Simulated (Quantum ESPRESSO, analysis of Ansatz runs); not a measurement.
# MgTiF6 (R-3), nudged elastic band: V_F hop (2.8 Å) (q = +1) (Quantum ESPRESSO), part 2 of 3

Aim: the barrier of one jump in MgTiF6 (R-3) at charge +1: V_F hop (2.8 Å). The model is a cell of 64 host atoms with 1 F taken out; F is the atom that moves.

Quantum ESPRESSO 7.5; Quantum ESPRESSO plane-wave DFT, PBEsol, GBRV 1.5 PBEsol potentials; nudged elastic band between two relaxed defect structures at fixed charge in a uniform background.

So far: The starting structure; Relaxation of the start point, charge +1.

**3. Relaxation of the end point, charge +1**

Level of this step: Quantum ESPRESSO plane-wave DFT, PBEsol, GBRV 1.5 PBEsol potentials; relaxation of all atoms of a defect supercell at fixed charge in a uniform background (Quantum ESPRESSO).

The end point is relaxed in the same cell and settings, so that the two energies compare. Atoms more than 3.2 Å from the middle of the hop start where the first relaxation left them, the nearer ones on or close to their ideal places, with small random displacements.

pw.in

```
&CONTROL
  calculation = 'relax'
  prefix = 'pwscf'
  outdir = './tmp'
  pseudo_dir = './pseudo'
  tprnfor = .true.
  disk_io = 'low'
  nstep = 70
  forc_conv_thr = 0.0012
  etot_conv_thr = 0.0001
/
&SYSTEM
  ibrav = 0
  nat = 63
  ntyp = 3
  ecutwfc = 40
  ecutrho = 324
  nbnd = 256
  occupations = 'fixed'
  tot_charge = 1
  nosym = .true.
/
&ELECTRONS
  conv_thr = 6d-08
  electron_maxstep = 100
  mixing_beta = 0.5
/
&IONS
  ion_dynamics = 'bfgs'
/
ATOMIC_SPECIES
Mg    24.3050 mg_pbesol_v1.4.uspp.F.UPF
Ti    47.8670 ti_pbesol_v1.4.uspp.F.UPF
F     18.9984 f_pbesol_v1.4.uspp.F.UPF
CELL_PARAMETERS angstrom
   5.2993279760    3.0595683983    8.9009649612
  -5.2993279760    3.0595683983    8.9009649612
   0.0000000000   -6.1191367966    8.9009649612
ATOMIC_POSITIONS crystal
Mg     0.2500031182    0.2500115966    0.2502238114
Ti     0.0030885289    0.0013568598   -0.0028119606
F      0.3786698160    0.0928906159    0.1486138149
[... 2 atom lines left out ...]
F      0.3503678722    0.1169880420    0.4073768109
[... 20 atom lines left out ...]
F      0.3874182669    0.5948725943    0.6357649651
[... 1 atom line left out ...]
F      0.4108552068    0.8465213398    0.6205375244
[... 12 atom lines left out ...]
Ti     0.4994112230    0.0004375774    0.5008480512
[... 6 atom lines left out ...]
Mg     0.7490835554    0.7509005369    0.2497585898
[... 1 atom line left out ...]
F      0.8783603725    0.5881610764    0.1534834596
F      0.6530466378    0.8782112848    0.0890687135
F      0.9117000349    0.8461129503    0.1220061097
F      0.8455453563    0.6206913215    0.4124213683
F      0.5794403567    0.6648017917    0.3779822938
[... 1 atom line left out ...]
Ti     0.4991199915    0.5004538786    0.4996380663
[... 5 atom lines left out ...]
F      0.5889402342    0.6527285143    0.8788656013
K_POINTS gamma
```

Run with:

```bash
$ OMP_NUM_THREADS=1 mpirun -n 4 pw.x -in pw.in > pw.out
```

The log of the run:

```text
[shortened: banners, details of potentials and solvers, and blank lines are left out]
[banner, memory and clock lines left out]
     gamma-point specific algorithms are used
     one sub-group per band group will be used
     bravais-lattice index     =            0
     lattice parameter (alat)  =      20.4118  a.u.
     unit-cell volume          =    5843.4039 (a.u.)^3
     number of atoms/cell      =           63
     number of atomic types    =            3
     number of electrons       =       504.00
     number of Kohn-Sham states=          256
     kinetic-energy cutoff     =      40.0000  Ry
     charge density cutoff     =     324.0000  Ry
     scf convergence threshold =      6.0E-08
     mixing beta               =       0.5000
     number of iterations used =            8  plain     mixing
     energy convergence thresh.=      1.0E-04
     force convergence thresh. =      1.2E-03
     Exchange-correlation= SLA  PW   PSX  PSC
                           (   1   4  10   8   0   0   0)
     nstep                     =           70
     crystal axes: (cart. coord. in units of alat)
               a(1) = (   0.490613   0.283256   0.824054 )
               a(2) = (  -0.490613   0.283256   0.824054 )
               a(3) = (   0.000000  -0.566511   0.824054 )
     PseudoPot. # 1 for Mg read from file:
     mg_pbesol_v1.4.uspp.F.UPF
     Pseudo is Ultrasoft, Zval = 10.0
[...]
PseudoPot. # 2 for Ti read from file:
     ti_pbesol_v1.4.uspp.F.UPF
     Pseudo is Ultrasoft + core correction, Zval = 12.0
[...]
PseudoPot. # 3 for F  read from file:
     f_pbesol_v1.4.uspp.F.UPF
     Pseudo is Ultrasoft, Zval =  7.0
     atomic species   valence    mass     pseudopotential
     Mg               10.00    24.30500     Mg( 1.00)
     Ti               12.00    47.86700     Ti( 1.00)
     F                 7.00    18.99840     F ( 1.00)
     No symmetry found
     site n.     atom                  positions (alat units)
         1        Mg     tau(   1) = (  -0.0000042  -0.0001226   0.6182370  )
         2        Ti     tau(   2) = (   0.0008496   0.0028522   0.0013460  )
         3        F      tau(   3) = (   0.1402071   0.0493808   0.5110570  )
         4        F      tau(   4) = (  -0.1152854   0.0969636   0.5146631  )
         5        F      tau(   5) = (   0.0311589   0.1461070   0.7241944  )
         6        F      tau(   6) = (   0.1144992  -0.0984024   0.7208269  )
         7        F      tau(   7) = (  -0.1401319  -0.0478894   0.7257310  )
         8        F      tau(   8) = (  -0.0298275  -0.1458096   0.5114345  )
[...]
number of k points=     1
                       cart. coord. in units 2pi/alat
        k(    1) = (   0.0000000   0.0000000   0.0000000), wk =   2.0000000
     Dense  grid:   287800 G-vectors     FFT dimensions: ( 120, 120, 120)
     Smooth grid:    99880 G-vectors     FFT dimensions: (  90,  90,  90)
     Check: negative core charge=   -0.000006
     starting charge     494.5978, renormalised to     504.0000
     Self-consistent Calculation
     iteration #  1     ecut=    40.00 Ry     beta= 0.50
     total energy              =   -4242.38740612 Ry
     estimated scf accuracy    <       2.80487981 Ry
     iteration #  2     ecut=    40.00 Ry     beta= 0.50
     total energy              =   -4242.72506032 Ry
     estimated scf accuracy    <       1.14040086 Ry
     iteration #  3     ecut=    40.00 Ry     beta= 0.50
     total energy              =   -4242.95959997 Ry
     estimated scf accuracy    <       0.35809021 Ry
[...]
estimated scf accuracy    <       0.00000085 Ry
[... 305 further cycles ...]
     iteration #  6     ecut=    40.00 Ry     beta= 0.50
     total energy              =   -4243.17064855 Ry
     estimated scf accuracy    <          4.5E-09 Ry
     iteration #  7     ecut=    40.00 Ry     beta= 0.50
     total energy              =   -4243.17064855 Ry
     estimated scf accuracy    <          1.5E-09 Ry
     iteration #  8     ecut=    40.00 Ry     beta= 0.50
     End of self-consistent calculation
          k = 0.0000 0.0000 0.0000 ( 12488 PWs)   bands (ev):
   -70.7431 -70.5068 -70.4276 -70.4049 -70.3927 -70.3887 -70.1312 -70.1218
   -55.8174 -55.1885 -55.1455 -55.1430 -55.1348 -55.1306 -55.0439 -55.0343
   -37.7676 -37.6999 -37.6986 -37.5122 -37.4752 -37.4741 -37.4162 -37.3981
   -37.3960 -37.3927 -37.3802 -37.3768 -37.3756 -37.3743 -37.3648 -37.3622
   -37.3608 -37.3590 -37.1132 -37.1116 -37.1084 -37.1038 -37.1024 -37.0990
   -32.4480 -32.2962 -32.2885 -31.6956 -31.6467 -31.6375 -31.6160 -31.6112
   -31.6037 -31.5990 -31.5955 -31.5939 -31.5861 -31.5805 -31.5773 -31.5768
   -31.5743 -31.5716 -31.5046 -31.5005 -31.4970 -31.4955 -31.4952 -31.4863
[...]
highest occupied, lowest unoccupied level (ev):     0.1096    4.3756
!    total energy              =   -4243.17064855 Ry
     estimated scf accuracy    <          1.2E-10 Ry
     The total energy is the sum of the following terms:
     one-electron contribution =   -3037.42098052 Ry
     hartree contribution      =    1684.89999256 Ry
     xc contribution           =    -708.59277448 Ry
     ewald contribution        =   -2182.05688611 Ry
     convergence has been achieved in   8 iterations
     Forces acting on atoms (cartesian axes, Ry/au):
     atom    1 type  1   force =    -0.00016222    0.00006282    0.00015686
     atom    2 type  2   force =    -0.00013597   -0.00024596   -0.00004642
     atom    3 type  3   force =     0.00037579   -0.00011687    0.00009455
     atom    4 type  3   force =     0.00001791   -0.00011737   -0.00012458
     atom    5 type  3   force =    -0.00015003    0.00019677   -0.00016217
     atom    6 type  3   force =    -0.00053840   -0.00021252   -0.00003312
     atom    7 type  3   force =    -0.00006917   -0.00027476    0.00007175
     atom    8 type  3   force =     0.00000776   -0.00013200   -0.00010286
[...]
Total force =     0.003884     Total SCF correction =     0.000032
     Energy error            =      2.8E-05 Ry
     Gradient error          =      1.4E-03 Ry/Bohr
     number of scf cycles    =  38
     number of bfgs steps    =  37
     energy             old  =   -4243.1706206100 Ry
     energy             new  =   -4243.1706485499 Ry
     CASE: energy            _new < energy            _old
     new trust radius        =       0.0064729745 bohr
     new conv_thr            =       0.0000000006 Ry
ATOMIC_POSITIONS (crystal)
Mg               0.2506121819        0.2519873950        0.2451538553
Ti              -0.0015747471        0.0010052835        0.0002984403
F                0.3822343886        0.0850514217        0.1564270202
F                0.1620644959        0.3717539342        0.0779042266
F                0.4099234837        0.3487993078        0.1205517358
F                0.3660484183        0.1111074687        0.4032425213
F                0.1197299473        0.4124880464        0.3441569295
F                0.0933364501        0.1521016516        0.3804346330
[...]
Check: negative core charge=   -0.000006
     Self-consistent Calculation
     iteration #  1     ecut=    40.00 Ry     beta= 0.50
     total energy              =   -4243.17067180 Ry
     estimated scf accuracy    <       0.00002183 Ry
     iteration #  2     ecut=    40.00 Ry     beta= 0.50
     total energy              =   -4243.17067283 Ry
     estimated scf accuracy    <       0.00000318 Ry
     iteration #  3     ecut=    40.00 Ry     beta= 0.50
     total energy              =   -4243.17067311 Ry
     estimated scf accuracy    <       0.00000081 Ry
[...]
estimated scf accuracy    <       0.00000028 Ry
     iteration #  5     ecut=    40.00 Ry     beta= 0.50
     total energy              =   -4243.17067331 Ry
     estimated scf accuracy    <       0.00000002 Ry
     iteration #  6     ecut=    40.00 Ry     beta= 0.50
     total energy              =   -4243.17067332 Ry
     estimated scf accuracy    <          3.7E-09 Ry
     iteration #  7     ecut=    40.00 Ry     beta= 0.50
     End of self-consistent calculation
          k = 0.0000 0.0000 0.0000 ( 12488 PWs)   bands (ev):
   -70.7417 -70.5092 -70.4262 -70.4040 -70.3927 -70.3884 -70.1319 -70.1211
   -55.8195 -55.1876 -55.1417 -55.1412 -55.1358 -55.1310 -55.0436 -55.0344
   -37.7664 -37.6985 -37.6973 -37.5144 -37.4775 -37.4764 -37.4149 -37.3967
   -37.3947 -37.3918 -37.3801 -37.3759 -37.3753 -37.3734 -37.3647 -37.3622
   -37.3604 -37.3586 -37.1138 -37.1122 -37.1090 -37.1032 -37.1018 -37.0984
   -32.4497 -32.2980 -32.2903 -31.6944 -31.6461 -31.6370 -31.6124 -31.6096
   -31.6052 -31.5997 -31.5921 -31.5915 -31.5871 -31.5798 -31.5767 -31.5750
   -31.5741 -31.5730 -31.5042 -31.5003 -31.4967 -31.4957 -31.4951 -31.4865
[...]
highest occupied, lowest unoccupied level (ev):     0.1095    4.3735
!    total energy              =   -4243.17067332 Ry
     estimated scf accuracy    <          4.7E-10 Ry
     The total energy is the sum of the following terms:
     one-electron contribution =   -3037.66099216 Ry
     hartree contribution      =    1685.02082147 Ry
     xc contribution           =    -708.59476208 Ry
     ewald contribution        =   -2181.93574055 Ry
     convergence has been achieved in   7 iterations
     Forces acting on atoms (cartesian axes, Ry/au):
     atom    1 type  1   force =    -0.00010035   -0.00001857    0.00014961
     atom    2 type  2   force =    -0.00014533   -0.00023301   -0.00007195
     atom    3 type  3   force =     0.00039726    0.00017060   -0.00010400
     atom    4 type  3   force =     0.00013681   -0.00019172   -0.00000291
     atom    5 type  3   force =    -0.00014356    0.00019016   -0.00013939
     atom    6 type  3   force =    -0.00044083   -0.00011349    0.00005095
     atom    7 type  3   force =    -0.00012638   -0.00026107    0.00013875
     atom    8 type  3   force =     0.00000102   -0.00014594   -0.00010472
[...]
Total force =     0.003522     Total SCF correction =     0.000051
     Energy error            =      2.5E-05 Ry
     Gradient error          =      9.3E-04 Ry/Bohr
     bfgs converged in  39 scf cycles and  38 bfgs steps
     (criteria: energy <  1.0E-04 Ry, force <  1.2E-03 Ry/Bohr)
     End of BFGS Geometry Optimization
     Final energy             =   -4243.1706733160 Ry
Begin final coordinates
ATOMIC_POSITIONS (crystal)
Mg               0.2506121819        0.2519873950        0.2451538553
Ti              -0.0015747471        0.0010052835        0.0002984403
F                0.3822343886        0.0850514217        0.1564270202
F                0.1620644959        0.3717539342        0.0779042266
F                0.4099234837        0.3487993078        0.1205517358
F                0.3660484183        0.1111074687        0.4032425213
F                0.1197299473        0.4124880464        0.3441569295
F                0.0933364501        0.1521016516        0.3804346330
[...]
End final coordinates
```

Elapsed: 25 min, on 4 MPI ranks of Arm Neoverse V2, shared host; peak memory 1.5 GiB; 1.7 h of CPU time.

Relaxation path (22 of 39):

```
step  energy less that of the first step (eV)
   0                                   0.0000
   2                                  -1.3275
   4                                  -1.7597
   5                                  -1.8425
   7                                  -1.8896
   9                                  -1.9278
  11                                  -1.9485
  13                                  -1.9699
  14                                  -1.9763
  16                                  -1.9882
  18                                  -1.9970
  20                                  -2.0023
  22                                  -2.0064
  24                                  -2.0116
  25                                  -2.0140
  27                                  -2.0172
  29                                  -2.0197
  31                                  -2.0214
  33                                  -2.0230
  34                                  -2.0237
  36                                  -2.0246
  38                                  -2.0254
```

The atoms that moved most (Å):

```
atom      dx      dy      dz  length
Ti42  -0.148  -0.187   0.167   0.292
 F13  -0.190   0.175   0.030   0.260
 F51   0.189  -0.166  -0.048   0.256
Mg49   0.205   0.045  -0.144   0.255
 F15  -0.192   0.154  -0.050   0.251
 F11  -0.001  -0.171   0.173   0.244
 F20   0.019  -0.182  -0.139   0.230
 Mg9  -0.107   0.085   0.173   0.221
```

Neighbours of F55 at the end:

```
atom  distance (Å)
Ti57         1.897
Mg49         1.962
 F44         2.640
 F27         2.643
 F22         2.654
 F39         2.697
 F52         2.745
 F54         2.772
```

Numbers from this step:

- highest filled level: 0.1095 eV
- lowest empty level: 4.374 eV
- r.m.s. move of the farther half of the atoms: 0.08435 Å
- largest move from the ideal geometry of this structure, a common shift of the far atoms taken out: 0.2915 Å

The relaxation gained 2.025 eV and ended with a largest force component of 0.024 eV/Å. The end lies within 1 meV of the start.

(Continued in part 3 of 3.)

[Logs are printed without paths, hosts, clocks, repeated set-up lines and the standing remarks that a program may print on its own settings, such as how far it seeks lower states.]

[Hosts, paths, dates, database ids (printed as entryN), source tags and the programs' standing remarks are cut or masked in the printed files.]
